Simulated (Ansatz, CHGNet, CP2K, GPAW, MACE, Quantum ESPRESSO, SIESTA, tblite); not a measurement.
## CP2K on Nb(100)/C(110) interface (80 atoms): settings against a plane-wave reference

Aim: run Nb(100)/C(110) interface (80 atoms) in CP2K and see how near its forces come to a plane-wave reference, and at what cost.

Program: CP2K 2026.2. Level of theory: the method is named at each step. Results are calculated unless marked as measured.

## (1) The starting structure

The cell holds 80 atoms: 20 Nb and 60 C. Its edges and angles: a = 7.134 Å, b = 7.567 Å, c = 24.460 Å, α = 90.0°, β = 90.0°, γ = 90.0°. Bcc Nb(100), 4 repeat layers, 5 surface cells, strained -3.32 and +2.54 %; diamond-structure C(110), 5 layers, 6 cells, -0.00 and -0.00 %; outer planes 2.45 Å apart, 12 Å of vacuum above; not relaxed, displaced by a Gaussian of 0.02 Å. Then every atom was moved at random, 0.02 Å r.m.s. a Cartesian component. Regions: Nb, 20 atoms (20 Nb); C, 60 atoms (60 C). Vacuum lies along c.

The yardstick, on the same geometry:

| Item | Value |
| --- | --- |
| method | Kohn-Sham DFT, PBE, SSSP efficiency 1.3.0 pseudopotentials, plane waves (Quantum ESPRESSO 7.5); sssp-pbe-1.3.0-efficiency, cutoffs 45/360 Ry, Γ point |
| r.m.s. force component | 1.838 eV/Å |
| longest force | 6.633 eV/Å |
| time | 5.5 min on 4 MPI ranks of Arm Neoverse V1, shared host |
| CPU time | 22 min |

## (2) PBE, DZVP-MOLOPT-SR, 600/50 Ry, diagonalisation

Method: Kohn-Sham DFT, PBE, GTH-PBE pseudopotentials, Gaussian and plane waves, DZVP-MOLOPT-SR-GTH, diagonalisation.

input.inp reads:

```
&GLOBAL
  PROJECT cell
  RUN_TYPE ENERGY_FORCE
  PRINT_LEVEL LOW
&END GLOBAL
&FORCE_EVAL
  METHOD QS
  &DFT
    BASIS_SET_FILE_NAME BASIS_MOLOPT
    POTENTIAL_FILE_NAME GTH_POTENTIALS
    &MGRID
      CUTOFF 600
      REL_CUTOFF 50
      NGRIDS 5
    &END MGRID
    &QS
      EPS_DEFAULT 1.0E-12
    &END QS
    &SCF
      SCF_GUESS ATOMIC
      EPS_SCF 5.0E-06
      MAX_SCF 200
      ADDED_MOS 45
      &DIAGONALIZATION
        ALGORITHM STANDARD
      &END DIAGONALIZATION
      &SMEAR ON
        METHOD FERMI_DIRAC
        ELECTRONIC_TEMPERATURE [K] 580
      &END SMEAR
      &MIXING
        METHOD BROYDEN_MIXING
        ALPHA 0.2
        NBROYDEN 12
        BETA 0.05
      &END MIXING
      &PRINT
        &RESTART OFF
        &END RESTART
      &END PRINT
    &END SCF
    &XC
      &XC_FUNCTIONAL PBE
      &END XC_FUNCTIONAL
    &END XC
    &PRINT
      &MULLIKEN ON
      &END MULLIKEN
      &HIRSHFELD ON
        SHAPE_FUNCTION DENSITY
      &END HIRSHFELD
      &MO ON
        EIGENVALUES T
        OCCUPATION_NUMBERS T
        MO_INDEX_RANGE 239 262
        &EACH
          QS_SCF 0
        &END EACH
        ADD_LAST NUMERIC
      &END MO
    &END PRINT
  &END DFT
  &SUBSYS
    &CELL
      A 7.13400 0.00000 0.00000
      B 0.00000 7.56670 0.00000
      C 0.00000 0.00000 24.45984
    &END CELL
    &TOPOLOGY
      COORD_FILE_NAME structure.xyz
      COORD_FILE_FORMAT XYZ
    &END TOPOLOGY
    &KIND Nb
      BASIS_SET DZVP-MOLOPT-SR-GTH-q13
      POTENTIAL GTH-PBE-q13
    &END KIND
    &KIND C
      BASIS_SET DZVP-MOLOPT-SR-GTH-q4
      POTENTIAL GTH-PBE-q4
    &END KIND
  &END SUBSYS
  &PRINT
    &FORCES ON
    &END FORCES
  &END PRINT
&END FORCE_EVAL
```

structure.xyz reads:

```xyz
80

Nb 4.24609 6.01174 6.00807
Nb 6.42310 5.28723 7.67648
Nb 4.25408 6.04912 9.27199
Nb 3.53404 3.77488 10.92279
Nb 1.41424 4.53351 6.01859
Nb 3.61701 3.79228 7.59625
Nb 1.42709 4.51149 9.32067
Nb 0.73530 2.26713 10.99005
Nb 5.75443 3.05997 5.98752
Nb 0.71347 2.26433 7.62438
Nb 5.71348 3.00617 9.28814
Nb 4.97190 0.74895 10.93795
Nb 2.86701 1.47634 6.00073
Nb 4.95578 0.75274 7.67061
Nb 2.89676 1.55359 9.28593
Nb 2.10660 6.83863 10.96510
Nb 0.05072 7.55089 5.98508
Nb 2.12857 6.83031 7.66351
Nb 7.12565 0.01960 9.33828
Nb 6.39463 5.26726 10.97366
C 6.26593 1.81094 13.45316
C 3.65197 0.59051 13.41133
C 4.47880 0.56387 14.67419
C 5.38952 1.79883 14.70892
C 6.27014 1.84226 15.96053
C 3.62158 0.58248 15.94586
C 4.49513 0.54616 17.16518
C 5.38446 1.79762 17.16543
C 6.33157 1.83265 18.48895
C 3.58755 0.52937 18.40725
C 6.26972 4.33292 13.43848
C 3.61630 3.14056 13.41206
C 4.47873 3.05604 14.67835
C 5.44110 4.37703 14.64900
C 6.25873 4.37590 15.92433
C 3.65625 3.13912 15.98964
C 4.50355 3.09924 17.22437
C 5.34579 4.38127 17.16102
C 6.25416 4.35267 18.43685
C 3.59097 3.09001 18.49311
C 2.62488 1.82910 13.44264
C 0.04644 0.54889 13.38100
C 0.89025 0.59936 14.65903
C 1.84778 1.79679 14.68495
C 2.72048 1.77764 15.95736
C 0.04116 0.53307 15.93999
C 0.95267 0.59686 17.23685
C 1.81282 1.81624 17.21092
C 2.69965 1.83356 18.45324
C 0.01569 0.57916 18.39404
C 6.25588 6.88850 13.37880
C 3.65753 5.61676 13.40644
C 4.53366 5.59111 14.68740
C 5.42170 6.84408 14.66123
C 6.23262 6.84453 15.89865
C 3.63370 5.60927 15.93852
[... 20 atom lines left out ...]
C 0.93998 5.58854 17.14415
C 1.84578 6.88668 17.22168
C 2.67732 6.90840 18.40212
C 0.04081 5.60602 18.44688
```

Command:

```console
$ OMP_NUM_THREADS=1 mpirun -np 4 cp2k.psmp -i input.inp > output.txt
```

Numbers of over 12 decimals in the logs are rounded to 6 here.

The program printed:

```text
CP2K| version string:                                       CP2K version 2026.2
 CP2K| Input file name                                                 input.inp
 GLOBAL| Basis set file name                                        BASIS_MOLOPT
 GLOBAL| Potential file name                                      GTH_POTENTIALS
 GLOBAL| Run type                                                   ENERGY_FORCE
 GLOBAL| Total number of message passing processes                             4
 GLOBAL| Number of threads for this process                                    1
 TOTAL NUMBERS AND MAXIMUM NUMBERS
  Total number of            - Atomic kinds:                                   2
                             - Atoms:                                         80
                             - Shell sets:                                    80
                             - Shells:                                       460
                             - Primitive Cartesian functions:                440
                             - Cartesian basis functions:                   1460
                             - Spherical basis functions:                   1300
  Maximum angular momentum of- Orbital basis functions:                        3
                             - Local part of the GTH pseudopotential:          2
                             - Non-local part of the GTH pseudopotential:      4
 SCF PARAMETERS         Density guess:                                    ATOMIC
                        max_scf:                                             200
                        eps_scf:                                        5.00E-06
                        added MOs                                        45    0
                        Mixing method:                            BROYDEN_MIXING
                                                charge density mixing in g-space
                        Smear method:                                FERMI_DIRAC
                        Electronic temperature [K]:                        580.0
                        Electronic temperature [a.u.]:                  1.84E-03
                        Accuracy threshold:                             1.00E-10
 Extrapolation method: initial_guess
 Number of electrons:                                                        500
 Number of occupied orbitals:                                                250
 Number of molecular orbitals:                                               295
 Number of orbital functions:                                               1300
 Number of independent orbital functions:                                   1300
 SCF WAVEFUNCTION OPTIMIZATION
  Step     Update method      Time    Convergence         Total energy    Change
     1 NoMix/Diag. 0.20E+00    6.4     0.91868434     -1486.5128901342 -1.49E+03
     2 Broy./Diag. 0.20E+00    8.7    10.86538285     -1492.5996130877 -6.09E+00
     3 Broy./Diag. 0.20E+00    8.7    10.52049619     -1322.7194307861  1.70E+02
     4 Broy./Diag. 0.20E+00    8.7     1.25795468     -1491.4389685225 -1.69E+02
[...]
42 Broy./Diag. 0.20E+00    8.8     0.00000549     -1481.4530605748  3.78E-06
    43 Broy./Diag. 0.20E+00    8.8     0.00000476     -1481.4530316722  2.89E-05
  *** SCF run converged in    43 steps ***
  Electronic density on regular grids:       -500.0000000000        0.0000000000
  Core density on regular grids:              499.9999999996       -0.0000000004
  Total charge density on r-space grids:       -0.0000000004
  Total charge density g-space grids:          -0.0000000004
  Overlap energy of the core charge distribution:               9.86624e-07
  Self energy of the core charge distribution:              -2872.883946
  Core Hamiltonian energy:                                    714.766739
  Hartree energy:                                             918.124309
  Exchange-correlation energy:                               -241.441215
  Electronic entropic energy:                                  -0.018920
  Fermi energy:                                                 0.176675
  Total energy:                                             -1481.453032
  Total energy (extrapolated to T->0):                      -1481.443572
 MO| EIGENVALUES AND OCCUPATION NUMBERS
 MO|
 MO|  Index      Eigenvalue [a.u.]        Eigenvalue [eV]             Occupation
 MO|    239               0.164682               4.481232               1.997085
 MO|    240               0.164740               4.482793               1.996992
 MO|    241               0.166246               4.523793               1.993182
[...]
MO|    261               0.192827               5.247080               0.000303
 MO|    262               0.194765               5.299832               0.000106
 MO| Sum:                                                             500.000000
 MO| E(Fermi):            0.176675 a.u.          4.807577 eV
 !-----------------------------------------------------------------------------!
                     Mulliken Population Analysis
 #  Atom  Element  Kind  Atomic population                           Net charge
       1     Nb       1         12.988992                              0.011008
       2     Nb       1         13.013953                             -0.013953
       3     Nb       1         13.063274                             -0.063274
[...]
79     C        2          3.982594                              0.017406
      80     C        2          3.983831                              0.016169
 # Total charge                            500.000000                  0.000000
 !-----------------------------------------------------------------------------!
 !-----------------------------------------------------------------------------!
                           Hirshfeld Charges
  #Atom  Element  Kind  Ref Charge     Population                    Net charge
      1       Nb     1      13.000         12.941                         0.059
      2       Nb     1      13.000         13.044                        -0.044
      3       Nb     1      13.000         13.046                        -0.046
[...]
79       C      2       4.000          4.014                        -0.014
     80       C      2       4.000          4.012                        -0.012
  Total Charge                                                            0.001
 !-----------------------------------------------------------------------------!
 ENERGY| Total FORCE_EVAL ( QS ) energy [hartree]          -1481.453024
 FORCES| Atomic forces [hartree/bohr]
 FORCES|   Atom     x               y               z               |f|
 FORCES|      1  3.75829643E-03 -9.40604299E-04 -9.91548036E-03   1.06454816E-02
 FORCES|      2  8.09880405E-04  7.87122013E-03 -7.19541205E-03   1.06951376E-02
 FORCES|      3 -4.19529272E-05  4.77748875E-03  5.29047613E-03   7.12848486E-03
[...]
FORCES|     79  1.26973486E-01 -2.52312760E-02  2.54358866E-02   1.31931299E-01
 FORCES|     80 -9.38031609E-02  7.76057697E-03 -1.74647697E-02   9.57302342E-02
 FORCES| Sum     9.79654086E-05 -2.83180444E-05 -8.64719605E-06
 FORCES| Total atomic force                                       1.02342107E-04
```

It took 6.8 min on 4 MPI ranks of Arm Neoverse V1, shared host; peak memory 6.1 GiB; 27 min of CPU time.

Banners, paths, timers and routine set-up lines are dropped from the logs unmarked, and long logs keep their key lines alone; longer cuts are marked.

Numbers from this run, and their distance from the reference:

```yaml
r_m_s_force_component: 1.886 eV/Å
r_m_s_difference_of_force_components: 59.92 meV/Å
longest_difference_of_force_vectors: 240.8 meV/Å
force_difference_over_r_m_s_force: 3.26 %
slope_of_forces_against_the_reference_s: 1.026
correlation_of_force_components: 0.9998
```

Length of the force difference by element (eV/Å):

```
element  atoms   mean   most
      C     60   0.11   0.24
     Nb     20  0.025  0.056
```

The surroundings of C79, which bears the longest force, nearest first, numbered as they follow in the input and with coordinates relative to it.

```
atom      x      y      z  distance (Å)  bonds  Hirshfeld charge (e)     Fx     Fy  Fz (eV/Å)
 C79   0.00   0.00   0.00          0.00      3                 -0.01   6.53  -1.30       1.31
 C78  -0.83  -0.02  -1.18          1.44      4                  0.00  -2.86  -0.82      -0.26
 C30   0.91   1.19   0.01          1.50      3                 -0.01  -5.26   1.37      -0.50
 C60   0.91  -1.33   0.10          1.61      3                 -0.01  -4.81   0.26      -1.50
 C75   0.04  -0.05  -2.41          2.41      4                  0.01   0.75   0.31      -2.17
 C47  -1.72   1.26  -1.17          2.43      4                  0.01   0.33  -2.13      -0.57
 C49   0.02   2.49   0.05          2.49      3                 -0.02   5.94  -0.42      -0.87
 C27   1.82   1.20  -1.24          2.51      4                  0.00   2.18   0.50       2.22
 C77  -1.74  -1.32  -1.26          2.52      4                  0.01   1.17   0.48       2.34
 C57   1.84  -1.28  -1.17          2.52      4                  0.00  -0.26  -0.67      -0.06
 C69   0.00  -2.60   0.02          2.60      3                 -0.01   5.54   1.57      -0.30
```

Forces lie 3.3 % from the reference's, at 1.2 times its CPU time.

The difference per atom is largest on C (0.11 eV/Å on average, against 0.025 on Nb).

## (3) PBE, DZVP-MOLOPT-SR, 300/50 Ry, diagonalisation

Method: Kohn-Sham DFT, PBE, GTH-PBE pseudopotentials, Gaussian and plane waves, DZVP-MOLOPT-SR-GTH, diagonalisation.

Edit input.inp of step 2 so:

```diff
@@ -11,5 +11,4 @@
     &MGRID
-      CUTOFF 600
+      CUTOFF 300
       REL_CUTOFF 50
-      NGRIDS 5
     &END MGRID
```

structure.xyz is that of step 2.

Command:

```console
$ OMP_NUM_THREADS=2 cp2k.psmp -i input.inp > output.txt
```

The program printed:

```text
CP2K| version string:                                       CP2K version 2026.2
 CP2K| Input file name                                                 input.inp
 GLOBAL| Basis set file name                                        BASIS_MOLOPT
 GLOBAL| Potential file name                                      GTH_POTENTIALS
 GLOBAL| Run type                                                   ENERGY_FORCE
 GLOBAL| Total number of message passing processes                             1
 GLOBAL| Number of threads for this process                                    2
[... lines left out ...]
                        Smear method:                                FERMI_DIRAC
[... lines left out ...]
 Number of electrons:                                                        500
[... lines left out ...]
  Step     Update method      Time    Convergence         Total energy    Change
[... lines left out ...]
  *** SCF run converged in    43 steps ***
[... lines left out ...]
  Fermi energy:                                                 0.176675
  Total energy:                                             -1481.452966
  Total energy (extrapolated to T->0):                      -1481.443507
[... lines left out ...]
 MO| E(Fermi):            0.176675 a.u.          4.807579 eV
[... lines left out ...]
                           Hirshfeld Charges
  #Atom  Element  Kind  Ref Charge     Population                    Net charge
      1       Nb     1      13.000         12.941                         0.059
      2       Nb     1      13.000         13.044                        -0.044
      3       Nb     1      13.000         13.046                        -0.046
[...]
79       C      2       4.000          4.014                        -0.014
     80       C      2       4.000          4.012                        -0.012
  Total Charge                                                            0.001
 !-----------------------------------------------------------------------------!
 ENERGY| Total FORCE_EVAL ( QS ) energy [hartree]          -1481.452958
 FORCES| Atomic forces [hartree/bohr]
 FORCES|   Atom     x               y               z               |f|
 FORCES|      1  3.76947619E-03 -9.35219547E-04 -9.90650722E-03   1.06406049E-02
 FORCES|      2  8.14475111E-04  7.87442621E-03 -7.20767296E-03   1.07060967E-02
 FORCES|      3 -1.87158778E-05  4.78178987E-03  5.28613295E-03   7.12804785E-03
[...]
FORCES|     79  1.26718611E-01 -2.53428623E-02  2.55687343E-02   1.31733167E-01
 FORCES|     80 -9.39486460E-02  7.34953954E-03 -1.75441833E-02   9.58549017E-02
 FORCES| Sum    -4.38300298E-04 -3.59382061E-03 -5.74043241E-04
 FORCES| Total atomic force                                       3.66567585E-03
```

The job ended after 11 min (2 threads; peak memory 1.8 GiB).

Compared with the plane-wave run:

```
r.m.s. force component                          : 1.886 eV/Å
r.m.s. difference of force components           : 61.88 meV/Å
longest difference of force vectors             : 243.5 meV/Å
force difference over r.m.s. force              : 3.366 %
slope of forces against the reference's         : 1.026
correlation of force components                 : 0.9998
energy less the same-level run's                : 0.0223 meV/atom
r.m.s. force difference from the same-level run : 11.14 meV/Å
```

This is a coarse setting, run to see what it loses.

Against the first run (3.3 %), the force difference from the reference is 3.4 %, at 0.77 times the CPU time (on 2 against 4 cores): the change moves forces by 11 meV/Å r.m.s., so most of the difference comes from elsewhere.

The difference per atom is largest on C (0.11 eV/Å on average, against 0.025 on Nb).

## (4) The ladder

Differences are against the plane-wave reference, forces as r.m.s. over components; share is that over the reference's r.m.s. force, slope the least-squares factor from reference forces to these. Total energies of different programs have different zeros and aren't compared.

```
                                                          run  Δ force, r.m.s. (meV/Å)  share (%)  slope  cores  CPU time  memory (GiB)
                                                    reference                        -          -      -      4    22 min           2.7
         CP2K PBE, DZVP-MOLOPT-SR, 600/50 Ry, diagonalisation                     59.9       3.26  1.026      4    27 min           6.1
CP2K PBE, DZVP-MOLOPT-SR, 300/50 Ry, diagonalisation (coarse)                     61.9       3.37  1.026      2    21 min           1.8
```

Rows marked coarse were listed beforehand as settings not expected to be converged; some can still land near the reference.

CPU time is summed over cores on a shared host, where runs went side by side, so it is rough. Symmetry, cutoffs, thresholds, outputs and thread counts weren't matched or tuned between programs; memory under MPI is the largest rank's times the ranks.

Within one program, basis, potentials and functional, energies share a zero. Each run against its twin at the usual cutoff or grid and solver:

```
                                                 run                                        twin  Δ energy (meV/atom)  Δ force, r.m.s. (meV/Å)         CPU time over the twin's
CP2K PBE, DZVP-MOLOPT-SR, 300/50 Ry, diagonalisation  DZVP-MOLOPT-SR, 600/50 Ry, diagonalisation               0.0223                     11.1  0.77 (this twin ran on 4 cores)
```

A second geometry, displaced anew (every atom was moved at random, 0.04 Å r.m.s. a Cartesian component), gives an energy difference that all programs can be tested on. The reference puts it at 39.27 meV/atom.

```
                                                 run  energy less the first geometry's (meV/atom)  error (meV/atom)  force share at the second geometry (%)
CP2K PBE, DZVP-MOLOPT-SR, 600/50 Ry, diagonalisation                                        39.86             0.589                                    2.32
CP2K PBE, DZVP-MOLOPT-SR, 300/50 Ry, diagonalisation                                        39.83             0.556                                    2.35
```

## (5) Outcome

| Property | Result |
| --- | --- |
| nearest in forces | CP2K PBE, DZVP-MOLOPT-SR, 600/50 Ry, diagonalisation, 3.3 % |
| its CPU time | 27 min |

The PBE run in local orbitals, coarse settings apart, differs by 3.3 % (CP2K PBE, DZVP-MOLOPT-SR, 600/50 Ry, diagonalisation); basis, grid and potentials can all enter. Runs with settings chosen to be coarse differ by 3.4 % (CP2K PBE, DZVP-MOLOPT-SR, 300/50 Ry, diagonalisation), their programs' other errors included. None of the electronic-structure runs in the table takes under half the reference's CPU time of 22 min; they take 0.95 to 1.2 times as much. All runs miss the energy difference between the two geometries, 39.3 meV/atom in the reference, by about 0.56 meV/atom. The host structure and its lattice constant were typed by rule, without a check against the phase diagram. The electronic-structure runs sample only Γ, in a cell whose shortest periodic width is 7 Å, which is coarse for a cell with partly filled levels.

[Also dropped from logs without a mark: logging warnings of Python, and SIESTA's first energy breakdown and zero terms.]

[Logs are printed without paths, hosts, clocks, repeated set-up lines and the standing remarks that a program may print on its own settings, such as how far it seeks lower states.]

[Hosts, paths, dates, database ids (printed as entryN), source tags and the programs' standing remarks are cut or masked in the printed files.]
